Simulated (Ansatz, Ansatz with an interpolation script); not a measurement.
An input for Ansatz 0.2.0 (YPO4 (I4_1/amd)):

```yaml
crystal:
  lattice:
    - [-3.44735, 3.44735, 3.0138]
    - [3.44735, -3.44735, 3.0138]
    - [3.44735, 3.44735, -3.0138]
  atoms:
    - { symbol: "Y", position: [0.75, 0.25, 0.5] }
    - { symbol: "Y", position: [0.0, 0.0, 0.0] }
    - { symbol: P, position: [0.5, 0.5, 0.0] }
    - { symbol: P, position: [0.25, 0.75, 0.5] }
    - { symbol: O, position: [0.1661, 0.3408, 0.8253] }
    - { symbol: O, position: [0.0908, 0.7655, 0.6747] }
    - { symbol: O, position: [0.5155, 0.3408, 0.1747] }
    - { symbol: O, position: [0.0908, 0.4161, 0.3253] }
    - { symbol: O, position: [0.5839, 0.9092, 0.6747] }
    - { symbol: O, position: [0.6592, 0.8339, 0.1747] }
    - { symbol: O, position: [0.2345, 0.9092, 0.3253] }
    - { symbol: O, position: [0.6592, 0.4845, 0.8253] }
kpoints:
  mp_grid: { grid: [4, 4, 4] }
hamiltonian:
  xc: lda
  pseudopotentials: { kind: paw, azcp: { folder: soft_1 }, xc_functional: pbe }
scf:
  occupations: { method: fixed }
  n_extra_bands: 76
output:
  wannier:
    kmesh: [8, 8, 8]
    projections: [{ species: O, l: p, shell: 2 }, { species: "Y", l: d, shell: 4 }]
    minimise: true
    write_hr: true
    seedname: w
    conv_tol: 1.0e-06
    max_iter: 20000
    stability_check: false
    disentanglement:
      window: [2.35, 19.6]
      frozen_window: [2.35, 12.71]
      conv_tol: 1.0e-08
```

The database entry behind the starting cell differs from later determinations by our own check (impure mineral, about 0.2 % long), so it need not match the best structure at ambient conditions.

```sh
ansatz run input.yaml --threads 2 --pin off --max-ram 92160MiB --backend cuda --events-out ev --progress --plain --runs-dir out --devices 1 --max-vram 13GiB
```

Estimate wall time and host memory on 1 × NVIDIA H100 80GB HBM3 (shared by 6 runs) with 2 threads of AMD EPYC 7R13 (Zen 3), shared host.

It took 62 s; on shared hardware allow 31 s to 2.1 min. Peak host memory was 2.4 GiB.

[Paths, hosts, dates, memory and timing lines, banners, echoed tables and standing remarks are left out of the program output.]

[Logs are printed without paths, hosts, clocks, repeated set-up lines and the standing remarks that a program may print on its own settings, such as how far it seeks lower states.]

[Runs of the session that timed out or met a known fault of the program may be left out.]

[Hosts, paths, dates, database ids (printed as entryN), source tags and the programs' standing remarks are cut or masked in the printed files.]
